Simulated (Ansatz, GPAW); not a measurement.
# Dielectric function and optical constants of CrSnS3 (model structure), part 3 of 3

Aim: the dielectric function of CrSnS3 (model structure), and the optical constants that follow from it. The structure is a model built here, which may or may not match a known phase. It was built so: All O replaced by S and Pb replaced by Sn in the Pm-3m structure of CrPbO3. The cell is first relaxed with Ansatz.

GPAW 26.7.0; DFT, RPBE, plane-wave PAW (GPAW data sets), scalar-relativistic, RPA, optical limit.

So far. Step 3 (Ground state): There are states at the Fermi level within the smearing, so the occupations stay smeared and the carriers get a Drude term.

### Step 5. Dielectric function, RPA

Transitions between filled and empty bands, summed over the zone, give the optical response, so mesh, band count and broadening shape it.

The induced potential is part of this response.

This step: DFT, RPBE, plane-wave PAW (GPAW data sets), scalar-relativistic, RPA, optical limit (GPAW 26.7.0).

File df.py:

```python
from gpaw.response.df import DielectricFunction

df = DielectricFunction('full.gpw', frequencies={'type': 'nonlinear', 'domega0': 0.03, 'omega2': 8},
                        ecut=50,
                        eta=0.2,
                        nbands=54,
                        rate=0.03,
                        txt='df.txt')
for direction in ['x']:
    df.get_dielectric_function(xc='RPA', direction=direction, filename=f'df_{direction}.csv')
```

Run with:

```bash
> OMP_NUM_THREADS=1 python df.py
```

Output:

```text
Using integrator: PointIntegrator
NonLinearFrequencyDescriptor(from 0.000 to 42.305 eV, 443 points)
Nonperiodic BCs:  [False False False]
Using integrator: PointIntegrator
NonLinearFrequencyDescriptor(from 0.000 to 42.305 eV, 443 points)
Nonperiodic BCs:  [False False False]
Using integrator: PointIntegrator

Calculating chi0 body with:
    Ground state adapter containing:
    Number of spins: 2
    Number of kpoints: 512
    Number of irreducible kpoints: 35
    Number of completely occupied states: 15
    Number of partially occupied states: 23

    Linear response parametrization:
    q_c: [0.0, 0.0, 0.0]
    Number of frequency points: 443
    Planewave cutoff: 50.0
    Number of bands: 54
    Number of planewaves: 81
    Broadening (eta): 0.2

Integrating chi0 body.

Symmetries of q_c:
    Direct symmetries (Uq -> q): 48
    Indirect symmetries (TUq -> q): 0
In total 48 allowed symmetries.

35 groups of equivalent kpoints. 93.1640625% reduction.

Integral kind: spectral function

Calculating chi0 optical extensions with:
    Ground state adapter containing:
    Number of spins: 2
    Number of kpoints: 512
    Number of irreducible kpoints: 35
    Number of completely occupied states: 15
    Number of partially occupied states: 23

    Linear response parametrization:
    Number of frequency points: 443
    Planewave cutoff: 50.0
    Number of bands: 54
    Number of planewaves: 81
    Broadening (eta): 0.2
Integrating chi0 head and wings.

Symmetries of q_c:
    Direct symmetries (Uq -> q): 48
    Indirect symmetries (TUq -> q): 0
In total 48 allowed symmetries.

35 groups of equivalent kpoints. 93.1640625% reduction.

Integral kind: spectral function wings

Calculating drude chi0 with:
    Number of frequency points:443
    Plasma frequency decay rate: 0.03 eV

    Ground state adapter containing:
    Number of spins: 2
    Number of kpoints: 512
    Number of irreducible kpoints: 35
    Number of completely occupied states: 15
    Number of partially occupied states: 23

Symmetries of q_c:
    Direct symmetries (Uq -> q): 48
    Indirect symmetries (TUq -> q): 0
In total 48 allowed symmetries.

35 groups of equivalent kpoints. 93.1640625% reduction.

Integral kind: intraband
Plasma frequency:
[[3.17+0.j 0.  +0.j 0.  +0.j]
 [0.  +0.j 3.17+0.j 0.  +0.j]
 [0.  +0.j 0.  +0.j 3.17+0.j]]
```

Run time: 39 s. Hardware: 1 thread of Arm Neoverse V2, shared host; peak memory 0.44 GiB.

Some rows of df_x.csv (energy; Re and Im without local fields; Re and Im with them):

```text
0.000000, 11223.847637, 0.000000, 11222.372042, 0.000000
0.460735, -27.029639, 39.077968, -28.423874, 38.630302
0.943989, -4.444961, 12.378522, -5.569206, 12.160676
1.451455, 8.760527, 9.833014, 7.391969, 9.357052
1.984998, 9.705891, 16.130648, 8.536707, 15.095534
2.546682, 3.054659, 16.334557, 2.401187, 15.290166
3.138794, 1.194615, 12.083722, 0.728983, 11.117463
3.763875, -0.622630, 10.359322, -0.878652, 9.587236
4.424758, -1.672310, 7.931078, -1.825422, 7.216328
5.124608, -2.113655, 5.639317, -2.200270, 5.093379
5.866977, -1.340506, 3.633958, -1.457178, 3.266065
6.655862, 0.378186, 2.578897, 0.047253, 2.227350
7.495775, 1.527223, 3.520658, 1.038185, 2.872323
8.391833, 0.576993, 3.828548, 0.384578, 2.990735
9.349861, 0.182746, 3.362244, 0.103030, 2.738746
10.376517, 0.324880, 3.589058, 0.153704, 2.571554
11.479449, -0.978555, 3.072234, -0.631936, 2.604189
12.667487, -0.704606, 2.457214, -0.309340, 1.714228
13.950874, -0.825654, 2.120259, -0.108073, 1.397324
15.341572, -0.950928, 1.482255, 0.012956, 1.168321
16.853625, -0.948338, 0.794434, 0.108094, 1.284684
```

Sum at mesh points, not converged in k. Table of Im ε, E ∥ x by photon energy; read off at these points:

photon energy (eV), Im ε, E ∥ x and a bar:
```
     0.50       36.5 ##############################
     1.00       10.9 ########
     1.50        9.8 #######
     2.00       15.2 ############
     2.13       15.5 ############
     2.50       15.4 ############
     3.00       11.5 #########
     3.50       10.3 ########
     4.00        8.9 #######
     4.50        7.0 #####
     5.00        5.6 ####
     5.50        4.0 ##
     6.00        3.0 ##
     6.50        2.3 #
     7.00        2.5 #
     7.50        2.9 ##
     8.00        3.3 ##
     8.50        3.0 ##
     9.00        3.1 ##
     9.50        2.6 #
    10.00        2.7 #
    10.50        2.5 #
    11.00        2.9 ##
    11.50        2.6 #
    12.00        1.9 #
    12.50        1.8 #
    13.00        1.6 #
    13.50        1.5 
    14.00        1.4 
    14.50        1.4 
    15.00        1.3 
    15.50        1.1 
    16.00        1.3 
    16.50        1.3 
    17.00        1.3 
    17.50        1.4 
    18.00        1.2 
    18.50        1.0
```

Values under 1 per cm are given as 1; sum at mesh points, not converged in k. Table of absorption coefficient, E ∥ x by photon energy:

| photon energy (eV) | absorption coefficient, E ∥ x (1/cm) |
| --- | --- |
| 0.492 | 2.9e5 |
| 1.010 | 2.7e5 |
| 1.486 | 2.3e5 |
| 1.985 | 4.2e5 |
| 2.508 | 6.4e5 |
| 3.018 | 7.1e5 |
| 3.510 | 8.2e5 |
| 3.980 | 9.2e5 |
| 4.516 | 9.7e5 |
| 4.981 | 1.0e6 |
| 5.515 | 9.9e5 |
| 6.021 | 9.1e5 |
| 6.494 | 7.4e5 |
| 6.985 | 6.7e5 |
| 7.496 | 7.6e5 |
| 8.026 | 9.6e5 |
| 8.516 | 9.8e5 |
| 9.023 | 1.1e6 |
| 9.483 | 1.1e6 |
| 10.026 | 1.1e6 |
| 10.519 | 1.1e6 |
| 11.029 | 1.3e6 |
| 11.479 | 1.5e6 |
| 12.023 | 1.4e6 |
| 12.504 | 1.3e6 |
| 13.000 | 1.3e6 |
| 13.512 | 1.3e6 |
| 14.040 | 1.2e6 |
| 14.493 | 1.2e6 |
| 14.960 | 1.3e6 |
| 15.536 | 1.1e6 |
| 16.031 | 1.2e6 |
| 16.541 | 1.3e6 |
| 16.959 | 1.3e6 |
| 17.496 | 1.6e6 |
| 18.049 | 1.6e6 |
| 18.504 | 1.5e6 |

The loss function −Im 1/ε at q → 0, E ∥ x has structure finer than the step of the table below, so its rows give means over 0.5 eV, whole bins alone (the curve runs from 0.305 to 18.5 eV). Peaks (eV: height): 6.71: 0.451, 15.44: 0.868.

Sum at mesh points, not converged in k. Loss function −Im 1/ε at q → 0, E ∥ x against energy loss; means over each step:

energy loss (eV), loss function −Im 1/ε at q → 0, E ∥ x and a bar:
```
      1.0      0.079 #
      1.5      0.067 #
      2.0      0.052 
      2.5      0.065 
      3.0      0.086 #
      3.5      0.096 ##
      4.0      0.111 ##
      4.5      0.132 ###
      5.0      0.155 ####
      5.5      0.205 ######
      6.0      0.292 #########
      6.5      0.426 ##############
      7.0      0.381 ############
      7.5      0.307 ##########
      8.0      0.299 #########
      8.5      0.326 ##########
      9.0      0.327 ##########
      9.5      0.375 ############
     10.0      0.370 ############
     10.5      0.389 #############
     11.0      0.342 ###########
     11.5      0.368 ############
     12.0      0.478 ################
     12.5      0.552 ###################
     13.0      0.601 #####################
     13.5      0.651 ######################
     14.0      0.721 #########################
     14.5      0.738 ##########################
     15.0      0.772 ###########################
     15.5      0.854 ##############################
     16.0      0.782 ###########################
     16.5      0.757 ##########################
     17.0      0.755 ##########################
     17.5      0.718 #########################
     18.0      0.811 ############################
```

Sum at mesh points, not converged in k. Reflectivity at normal incidence, E ∥ x against photon energy; read off at these points:

| photon energy (eV) | reflectivity at normal incidence, E ∥ x (%) |
| --- | --- |
| 0.50 | 75.4 |
| 1.00 | 51.4 |
| 1.50 | 35.9 |
| 2.00 | 43.8 |
| 2.50 | 46.3 |
| 2.59 | 46.9 |
| 3.00 | 43.4 |
| 3.50 | 43.1 |
| 4.00 | 43.7 |
| 4.50 | 42.9 |
| 5.00 | 44.0 |
| 5.50 | 41.6 |
| 6.00 | 37.0 |
| 6.50 | 23.7 |
| 7.00 | 16.0 |
| 7.50 | 17.3 |
| 8.00 | 21.8 |
| 8.50 | 20.8 |
| 9.00 | 23.3 |
| 9.50 | 21.2 |
| 10.00 | 21.0 |
| 10.50 | 20.2 |
| 11.00 | 21.6 |
| 11.50 | 29.0 |
| 12.00 | 27.7 |
| 12.50 | 23.6 |
| 13.00 | 21.7 |
| 13.50 | 22.2 |
| 14.00 | 19.7 |
| 14.50 | 17.7 |
| 15.00 | 18.5 |
| 15.50 | 15.6 |
| 16.00 | 13.8 |
| 16.50 | 15.2 |
| 17.00 | 15.3 |
| 17.50 | 19.9 |
| 18.00 | 22.5 |
| 18.50 | 23.9 |

Sum at mesh points, not converged in k. Im ε, E ∥ x against photon energy; read off at these points:

| photon energy (eV) | without local fields | with local fields |
| --- | --- | --- |
| 1.0 | 11.1 | 10.9 |
| 2.0 | 16.2 | 15.2 |
| 2.1 | 16.6 | 15.5 |
| 3.0 | 12.5 | 11.5 |
| 4.0 | 9.68 | 8.88 |
| 5.0 | 6.11 | 5.56 |
| 6.0 | 3.28 | 2.95 |
| 7.0 | 2.91 | 2.45 |
| 7.8 | 4.13 | 3.35 |
| 8.0 | 4.08 | 3.28 |
| 9.0 | 3.80 | 3.09 |
| 10.0 | 3.55 | 2.72 |
| 11.0 | 3.79 | 2.95 |
| 12.0 | 2.65 | 1.93 |
| 13.0 | 2.44 | 1.62 |
| 14.0 | 2.10 | 1.38 |
| 15.0 | 1.60 | 1.31 |
| 16.0 | 1.27 | 1.25 |
| 17.0 | 0.751 | 1.29 |
| 18.0 | 0.440 | 1.20 |

At chosen wavelengths:

| wavelength (nm) | n | k | R (%) | 1/α |
| --- | --- | --- | --- | --- |
| 1550 | 2.20 | 4.049 | 66.9 | 30 nm |
| 633 | 3.62 | 2.045 | 43.3 | 25 nm |
| 532 | 3.22 | 2.353 | 44.8 | 18 nm |
| 450 | 2.60 | 2.473 | 45.5 | 14 nm |
| 365 | 2.31 | 2.308 | 43.3 | 13 nm |
| 308 | 1.94 | 2.270 | 43.7 | 11 nm |
| 248 | 1.36 | 2.040 | 44.0 | 9.7 nm |

A polished face would reflect 45 % of daylight and look light grey (CIE x = 0.309, y = 0.328 under D65).

### Step 6. What came out

In words: At this level (RPBE, RPA) CrSnS3 is a metal. The mesh is too coarse to trust the carriers' weight, the reflectivity or the colour to better than tens of per cent. The cell shrank by 1.0 % in volume. A polished face would reflect 45 % of daylight and look light grey (CIE x = 0.309, y = 0.328 under D65). The carriers' damping of 0.03 eV is typed, not computed; it shapes the response at the lowest energies. Spin-orbit coupling is left out although heavy atoms are present. The magnetic state comes from one start and need not be the lowest. The curves end at 19 eV, about where the summed bands run out. In this version of GPAW the matrix elements of the optical limit are incomplete, which can lower ε − 1 by up to a tenth where first-row anions or d states rule, and shift it by more in d metals. GPAW's carrier term has the form −ωp²/(ω + i·rate)², which damps like twice the rate and fails at low energy, so the curves leave the lowest energies out. The sum runs over mesh points 0.17 Å⁻¹ apart with no interpolation, so peaks are partly noise of the mesh, and the Drude plasma energy, a sum over the Fermi surface, isn't converged.

[Machine, clock and banner lines and Python warnings are left out of the logs.]

[Logs are printed without paths, hosts, clocks, repeated set-up lines and the standing remarks that a program may print on its own settings, such as how far it seeks lower states.]

[Hosts, paths, dates, database ids (printed as entryN), source tags and the programs' standing remarks are cut or masked in the printed files.]
